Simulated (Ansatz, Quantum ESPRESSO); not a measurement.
# Ballistic transmission: vacuum gap of 4.5 Å between two Al(111) faces, part 2 of 4

Aim: the zero-bias transmission with pwcond for this junction: vacuum gap of 4.5 Å between two Al(111) faces.

Quantum ESPRESSO 7.5; plane-wave DFT, PBE, GBRV ultrasoft pseudopotentials; cross-check by Ansatz 0.2.0 with PAW datasets.

So far. Step 2 (Ground state): The run needed 52 iterations to bring the estimated error under 1e-07 Ry; the largest force on any atom, held or free, is 0.20 eV/Å.

### Step 3. Transmission with pwcond.x

Level of this step: transmission by pwcond, lead and junction from one cell; plane-wave DFT, PBE, GBRV ultrasoft pseudopotentials (Quantum ESPRESSO).

prefixt takes both regions from one run: the lead from 0 to bdl, the scattering region from bdl to bds (units of alat). ikind = 1 puts the same lead on both sides. The program's T_tot counts both spins in a run without spin; the tables below give T per spin.

File cond.in:

```
&inputcond
  outdir = './out'
  prefixt = 'scf'
  tran_file = 'cond.dat'
  bdl = 2.4494897419
  bds = 15.4556797554
  ikind = 1
  ewind = 4.0
  epsproj = 1e-05
  nz1 = 7
  energy0 = 0.4
  denergy = -0.4
/
19
  0.00000000 0.00000000 0.00694444
  0.00000000 0.08333333 0.04166667
  0.00000000 0.16666667 0.04166667
  0.00000000 0.25000000 0.04166667
  0.00000000 0.33333333 0.04166667
  0.00000000 0.41666667 0.04166667
  0.00000000 0.50000000 0.02083333
  0.08333333 0.16666667 0.04166667
  0.08333333 0.25000000 0.08333333
  0.08333333 0.33333333 0.08333333
  0.08333333 0.41666667 0.08333333
  0.08333333 0.50000000 0.08333333
  0.16666667 0.33333333 0.04166667
  0.16666667 0.41666667 0.08333333
  0.16666667 0.50000000 0.08333333
  0.16666667 0.58333333 0.04166667
  0.25000000 0.50000000 0.04166667
  0.25000000 0.58333333 0.08333333
  0.33333333 0.66666667 0.01388889
3
```

On the command line:

```bash
$ OMP_NUM_THREADS=1 mpirun -n 2 pwcond.x -in cond.in > cond.out
```

The program printed:

```text
[banner, memory and clock lines left out]
Program PWCOND v.7.5 starts

          URL

     ./out/scf.save/

     IMPORTANT: XC functional enforced from input :
     Exchange-correlation= PBE
                           (   1   4   3   4   0   0   0)
     Any further DFT definition will be discarded
     Please, verify this is what you really want

     Reading collected, re-writing distributed wavefunctions

===== INPUT FILE containing all the regions =====

     GEOMETRY:

     lattice parameter (alat)  =       5.3984  a.u.
     the volume                =    2105.7870 (a.u.)^3
     the cross section         =      25.2384 (a.u.)^2
     l of the unit cell        =      15.4557 (alat)
     number of atoms/cell      =           18
     number of atomic types    =            1

     crystal axes: (cart. coord. in units of alat)
               a(1) = (  1.0000  0.0000  0.0000 )
               a(2) = (  0.5000  0.8660  0.0000 )
               a(3) = (  0.0000  0.0000 15.4557 )

   Cartesian axes

     site n.     atom                  positions (alat units)
          1        Al     tau(  1)=(  0.0000  0.0000 15.4557  )
          2        Al     tau(  2)=(  0.5000  0.2887  0.8165  )
          3        Al     tau(  3)=(  1.0000  0.5774  1.6330  )
          4        Al     tau(  4)=(  0.0000  0.0000  2.4495  )
          5        Al     tau(  5)=(  0.5000  0.2887  3.2660  )
          6        Al     tau(  6)=(  1.0000  0.5774  4.0825  )
          7        Al     tau(  7)=(  0.0000  0.0000  4.8990  )
          8        Al     tau(  8)=(  0.5000  0.2887  5.7155  )
          9        Al     tau(  9)=(  1.0000  0.5774  6.5320  )
         10        Al     tau( 10)=(  0.0000  0.0000  8.1072  )
         11        Al     tau( 11)=(  0.5000  0.2887  8.9237  )
         12        Al     tau( 12)=(  1.0000  0.5774  9.7402  )
         13        Al     tau( 13)=(  0.0000  0.0000 10.5567  )
         14        Al     tau( 14)=(  0.5000  0.2887 11.3732  )
         15        Al     tau( 15)=(  1.0000  0.5774 12.1897  )
         16        Al     tau( 16)=(  0.0000  0.0000 13.0062  )
         17        Al     tau( 17)=(  0.5000  0.2887 13.8227  )
         18        Al     tau( 18)=(  1.0000  0.5774 14.6392  )

     nr1s                      =           24
     nr2s                      =           24
     nr3s                      =          360
     nr1sx                     =           24
     nr2sx                     =           24
     nr3sx                     =          360
     nr1                       =           25
     nr2                       =           25
     nr3                       =          375
     nr1x                      =           25
     nr2x                      =           25
     nr3x                      =          375

 _______________________________
  Radii of nonlocal spheres:

     type       ibeta     ang. mom.          radius (alat units)
       Al         1         0                    0.3554
       Al         2         1                    0.3554
       Al         3         2                    0.3554
----- General information -----

--- T calc. with identical leads (ikind=1) ---

     nrx                       =           24
     nry                       =           24
     nz1                       =            7

     energy0               =         4.0E-01
     denergy               =        -4.0E-01
     nenergy               =          3
     ecut2d                =         4.0E+01
     ewind                 =         4.0E+00
     epsproj               =         1.0E-05

     number of k_|| points=   19
                       cryst. coord.
        k(    1) = (   0.0000000   0.0000000), wk =   0.0069444
        k(    2) = (   0.0000000   0.0833333), wk =   0.0416667
        k(    3) = (   0.0000000   0.1666667), wk =   0.0416667
        k(    4) = (   0.0000000   0.2500000), wk =   0.0416667
        k(    5) = (   0.0000000   0.3333333), wk =   0.0416667
        k(    6) = (   0.0000000   0.4166667), wk =   0.0416667
        k(    7) = (   0.0000000   0.5000000), wk =   0.0208333
        k(    8) = (   0.0833333   0.1666667), wk =   0.0416667
        k(    9) = (   0.0833333   0.2500000), wk =   0.0833333
        k(   10) = (   0.0833333   0.3333333), wk =   0.0833333
        k(   11) = (   0.0833333   0.4166667), wk =   0.0833333
        k(   12) = (   0.0833333   0.5000000), wk =   0.0833333
        k(   13) = (   0.1666667   0.3333333), wk =   0.0416667
        k(   14) = (   0.1666667   0.4166667), wk =   0.0833333
        k(   15) = (   0.1666667   0.5000000), wk =   0.0833333
        k(   16) = (   0.1666667   0.5833333), wk =   0.0416667
        k(   17) = (   0.2500000   0.5000000), wk =   0.0416667
        k(   18) = (   0.2500000   0.5833333), wk =   0.0833333
        k(   19) = (   0.3333333   0.6666667), wk =   0.0138889
----- Information about left/right lead -----

     nocros                   =            9
     noins                    =           18
     norb                     =           36
     norbf                    =          144
     nrz                      =           57

      iorb      type   ibeta   ang. mom.   m       position (alat)
        1        1       1        0        1   taunew(   1)=(  0.0000  0.0000  0.0000)
        2        1       2        1        1   taunew(   2)=(  0.0000  0.0000  0.0000)
        3        1       2        1        2   taunew(   3)=(  0.0000  0.0000  0.0000)
        4        1       2        1        3   taunew(   4)=(  0.0000  0.0000  0.0000)
        5        1       3        2        1   taunew(   5)=(  0.0000  0.0000  0.0000)
        6        1       3        2        2   taunew(   6)=(  0.0000  0.0000  0.0000)
        7        1       3        2        3   taunew(   7)=(  0.0000  0.0000  0.0000)
        8        1       3        2        4   taunew(   8)=(  0.0000  0.0000  0.0000)
        9        1       3        2        5   taunew(   9)=(  0.0000  0.0000  0.0000)
       10        1       1        0        1   taunew(  10)=(  0.5000  0.2887  0.8165)
       11        1       2        1        1   taunew(  11)=(  0.5000  0.2887  0.8165)
       12        1       2        1        2   taunew(  12)=(  0.5000  0.2887  0.8165)
       13        1       2        1        3   taunew(  13)=(  0.5000  0.2887  0.8165)
       14        1       3        2        1   taunew(  14)=(  0.5000  0.2887  0.8165)
       15        1       3        2        2   taunew(  15)=(  0.5000  0.2887  0.8165)
       16        1       3        2        3   taunew(  16)=(  0.5000  0.2887  0.8165)
       17        1       3        2        4   taunew(  17)=(  0.5000  0.2887  0.8165)
       18        1       3        2        5   taunew(  18)=(  0.5000  0.2887  0.8165)
[...]
96        1       3        2        2   taunew(  96)=(  0.5000  0.2887  8.9237)
       97        1       3        2        3   taunew(  97)=(  0.5000  0.2887  8.9237)
       98        1       3        2        4   taunew(  98)=(  0.5000  0.2887  8.9237)
       99        1       3        2        5   taunew(  99)=(  0.5000  0.2887  8.9237)
      100        1       1        0        1   taunew( 100)=(  1.0000  0.5774  9.7402)
      101        1       2        1        1   taunew( 101)=(  1.0000  0.5774  9.7402)
      102        1       2        1        2   taunew( 102)=(  1.0000  0.5774  9.7402)
      103        1       2        1        3   taunew( 103)=(  1.0000  0.5774  9.7402)
      104        1       3        2        1   taunew( 104)=(  1.0000  0.5774  9.7402)
      105        1       3        2        2   taunew( 105)=(  1.0000  0.5774  9.7402)
      106        1       3        2        3   taunew( 106)=(  1.0000  0.5774  9.7402)
      107        1       3        2        4   taunew( 107)=(  1.0000  0.5774  9.7402)
      108        1       3        2        5   taunew( 108)=(  1.0000  0.5774  9.7402)
      109        1       1        0        1   taunew( 109)=(  0.0000  0.0000 10.5567)
      110        1       2        1        1   taunew( 110)=(  0.0000  0.0000 10.5567)
      111        1       2        1        2   taunew( 111)=(  0.0000  0.0000 10.5567)
      112        1       2        1        3   taunew( 112)=(  0.0000  0.0000 10.5567)
      113        1       3        2        1   taunew( 113)=(  0.0000  0.0000 10.5567)
      114        1       3        2        2   taunew( 114)=(  0.0000  0.0000 10.5567)
      115        1       3        2        3   taunew( 115)=(  0.0000  0.0000 10.5567)
      116        1       3        2        4   taunew( 116)=(  0.0000  0.0000 10.5567)
      117        1       3        2        5   taunew( 117)=(  0.0000  0.0000 10.5567)
      118        1       1        0        1   taunew( 118)=(  0.5000  0.2887 11.3732)
      119        1       2        1        1   taunew( 119)=(  0.5000  0.2887 11.3732)
      120        1       2        1        2   taunew( 120)=(  0.5000  0.2887 11.3732)
      121        1       2        1        3   taunew( 121)=(  0.5000  0.2887 11.3732)
      122        1       3        2        1   taunew( 122)=(  0.5000  0.2887 11.3732)
      123        1       3        2        2   taunew( 123)=(  0.5000  0.2887 11.3732)
      124        1       3        2        3   taunew( 124)=(  0.5000  0.2887 11.3732)
      125        1       3        2        4   taunew( 125)=(  0.5000  0.2887 11.3732)
      126        1       3        2        5   taunew( 126)=(  0.5000  0.2887 11.3732)
      127        1       1        0        1   taunew( 127)=(  1.0000  0.5774 12.1897)
      128        1       2        1        1   taunew( 128)=(  1.0000  0.5774 12.1897)
      129        1       2        1        2   taunew( 129)=(  1.0000  0.5774 12.1897)
      130        1       2        1        3   taunew( 130)=(  1.0000  0.5774 12.1897)
      131        1       3        2        1   taunew( 131)=(  1.0000  0.5774 12.1897)
      132        1       3        2        2   taunew( 132)=(  1.0000  0.5774 12.1897)
      133        1       3        2        3   taunew( 133)=(  1.0000  0.5774 12.1897)
      134        1       3        2        4   taunew( 134)=(  1.0000  0.5774 12.1897)
      135        1       3        2        5   taunew( 135)=(  1.0000  0.5774 12.1897)
      136        1       1        0        1   taunew( 136)=(  0.0000  0.0000 13.0062)
      137        1       2        1        1   taunew( 137)=(  0.0000  0.0000 13.0062)
      138        1       2        1        2   taunew( 138)=(  0.0000  0.0000 13.0062)
      139        1       2        1        3   taunew( 139)=(  0.0000  0.0000 13.0062)
      140        1       3        2        1   taunew( 140)=(  0.0000  0.0000 13.0062)
      141        1       3        2        2   taunew( 141)=(  0.0000  0.0000 13.0062)
      142        1       3        2        3   taunew( 142)=(  0.0000  0.0000 13.0062)
      143        1       3        2        4   taunew( 143)=(  0.0000  0.0000 13.0062)
      144        1       3        2        5   taunew( 144)=(  0.0000  0.0000 13.0062)
 ngper, shell number =           85          11
 ngper, n2d =           85          64
---  E-Ef =    0.4000000  k =    0.0000000   0.0000000
---  ie =          1  ik =          1
 Nchannels of the left tip =            1
 Right moving states:
   k1(2pi/a)   k2(2pi/a)   E-Ef (eV)
   0.0076257   0.0000017   0.4000000
 Left moving states:
   k1(2pi/a)   k2(2pi/a)   E-Ef (eV)
  -0.0076256   0.0000017   0.4000000

 to transmit
 Band j to band i transmissions and reflections:
    j         i     |T_ij|^2    |R_ij|^2

    1 -->     1     0.50492     0.49508
   Total T_j, R_j =    0.50492  0.49508

E-Ef(ev), T(x2 spins) =    0.4000000   1.0098329
---  E-Ef =    0.0000000  k =    0.0000000   0.0000000
---  ie =          2  ik =          1
 Nchannels of the left tip =            1
 Right moving states:
   k1(2pi/a)   k2(2pi/a)   E-Ef (eV)
  -0.0281913   0.0000018   0.0000000
 Left moving states:
   k1(2pi/a)   k2(2pi/a)   E-Ef (eV)
   0.0281914   0.0000018   0.0000000

 to transmit
 Band j to band i transmissions and reflections:
    j         i     |T_ij|^2    |R_ij|^2

    1 -->     1     0.44074     0.55926
   Total T_j, R_j =    0.44074  0.55926

E-Ef(ev), T(x2 spins) =    0.0000000   0.8814773
---  E-Ef =   -0.4000000  k =    0.0000000   0.0000000
---  ie =          3  ik =          1
 Nchannels of the left tip =            1
 Right moving states:
   k1(2pi/a)   k2(2pi/a)   E-Ef (eV)
  -0.0645637   0.0000018  -0.4000000
 Left moving states:
   k1(2pi/a)   k2(2pi/a)   E-Ef (eV)
   0.0645638   0.0000018  -0.4000000

 to transmit
 Band j to band i transmissions and reflections:
    j         i     |T_ij|^2    |R_ij|^2

    1 -->     1     0.39188     0.60812
   Total T_j, R_j =    0.39188  0.60812

E-Ef(ev), T(x2 spins) =   -0.4000000   0.7837654
 ngper, shell number =           85          47
 ngper, n2d =           85          66
[... further energies and points left out ...]
---  E-Ef =    0.4000000  k =    0.3333333   0.6666667
---  ie =          1  ik =         19
 Nchannels of the left tip =            3
 Right moving states:
   k1(2pi/a)   k2(2pi/a)   E-Ef (eV)
   0.0917825   0.0000005   0.4000000
   0.0917825   0.0000005   0.4000000
   0.0925556   0.0000004   0.4000000
 Left moving states:
   k1(2pi/a)   k2(2pi/a)   E-Ef (eV)
  -0.0917825   0.0000005   0.4000000
  -0.0917825   0.0000005   0.4000000
  -0.0925557   0.0000004   0.4000000

 to transmit
 Band j to band i transmissions and reflections:
    j         i     |T_ij|^2    |R_ij|^2

    1 -->     1     0.01502     0.00329
    1 -->     2     0.00000     0.98169
    1 -->     3     0.00000     0.00000
   Total T_j, R_j =    0.01502  0.98498

    2 -->     1     0.00000     0.98063
    2 -->     2     0.01608     0.00329
    2 -->     3     0.00000     0.00000
   Total T_j, R_j =    0.01608  0.98392

    3 -->     1     0.00000     0.00000
    3 -->     2     0.00000     0.00000
    3 -->     3     0.00248     0.99752
   Total T_j, R_j =    0.00248  0.99752

E-Ef(ev), T(x2 spins) =    0.4000000   0.0671572
---  E-Ef =    0.0000000  k =    0.3333333   0.6666667
---  ie =          2  ik =         19
 Nchannels of the left tip =            0
 Right moving states:
   k1(2pi/a)   k2(2pi/a)   E-Ef (eV)
 Left moving states:
   k1(2pi/a)   k2(2pi/a)   E-Ef (eV)

 to transmit
          E-Ef(ev), T =    0.0000000   0.0000000
---  E-Ef =   -0.4000000  k =    0.3333333   0.6666667
---  ie =          3  ik =         19
 Nchannels of the left tip =            0
 Right moving states:
   k1(2pi/a)   k2(2pi/a)   E-Ef (eV)
 Left moving states:
   k1(2pi/a)   k2(2pi/a)   E-Ef (eV)

 to transmit
          E-Ef(ev), T =   -0.4000000   0.0000000
   T_tot     0.40000      0.44610E+00
   T_tot     0.00000      0.33523E+00
   T_tot    -0.40000      0.27778E+00

Note: The following floating-point exceptions are signalling: IEEE_UNDERFLOW_FLAG
Note: The following floating-point exceptions are signalling: IEEE_UNDERFLOW_FLAG
```

Run time: 88 s. Hardware: 2 MPI ranks of Arm Neoverse V2, shared host; peak memory 0.14 GiB.

Numbers from this step:

```
lead channels at the Fermi level, one spin : 1.340
transmission at the Fermi level, one spin  : 0.1676
conductance                                : 0.1676 G₀
```

Per spin; mean over the k mesh across the current. The open channels, zone mean by energy, zero at the Fermi level:

```
energy (eV)  open channels, zone mean
     -0.400                      1.38
      0.000                      1.34
      0.400                      1.38
```

Per spin; mean over the k mesh across the current. Transmission, zone mean against energy, zero at the Fermi level:

```
energy (eV)  transmission, zone mean
     -0.400                    0.139
      0.000                    0.168
      0.400                    0.223
```

At 0.000 eV; k in fractions of b1, b2. Transmission by k point:

```
     k1       k2    weight        t  channels
      0        0  0.006944   0.4407         1
      0  0.08333   0.04167     0.42         1
      0   0.1667   0.04167    0.358         1
      0     0.25   0.04167   0.2693         1
      0   0.3333   0.04167   0.1673         1
      0   0.4167   0.04167  0.06489         2
      0      0.5   0.02083  0.06383         2
0.08333   0.1667   0.04167   0.3783         1
0.08333     0.25   0.08333   0.3013         1
0.08333   0.3333   0.08333   0.2169         1
0.08333   0.4167   0.08333   0.1002         2
0.08333      0.5   0.08333  0.05561         2
 0.1667   0.3333   0.04167   0.2227         1
 0.1667   0.4167   0.08333    0.214         1
 0.1667      0.5   0.08333  0.02119         2
 0.1667   0.5833   0.04167  0.05103         2
   0.25      0.5   0.04167   0.1444         1
   0.25   0.5833   0.08333  0.01146         1
 0.3333   0.6667   0.01389        0         0
```

The program's own clock; routines nest. Time by routine:

```
     routine  wall time (s)  calls
      PWCOND          87.45      1
scatter_forw           75.2    114
       local           8.64     19
      compbs            2.5     57
    compbs_2           2.12     57
        init           0.29      1
       poten           0.04      1
```

At no point does T exceed the number of channels.

(Continued in part 3 of 4.)

[Logs are printed without paths, hosts, clocks, repeated set-up lines and the standing remarks that a program may print on its own settings, such as how far it seeks lower states.]

[Hosts, paths, dates, database ids (printed as entryN), source tags and the programs' standing remarks are cut or masked in the printed files.]

[Maps of the electrostatic potential energy from Ansatz leave out the sawtooth potential of an applied field or a dipole correction, so their vacuum need not be flat; planar profiles and work functions include it.]
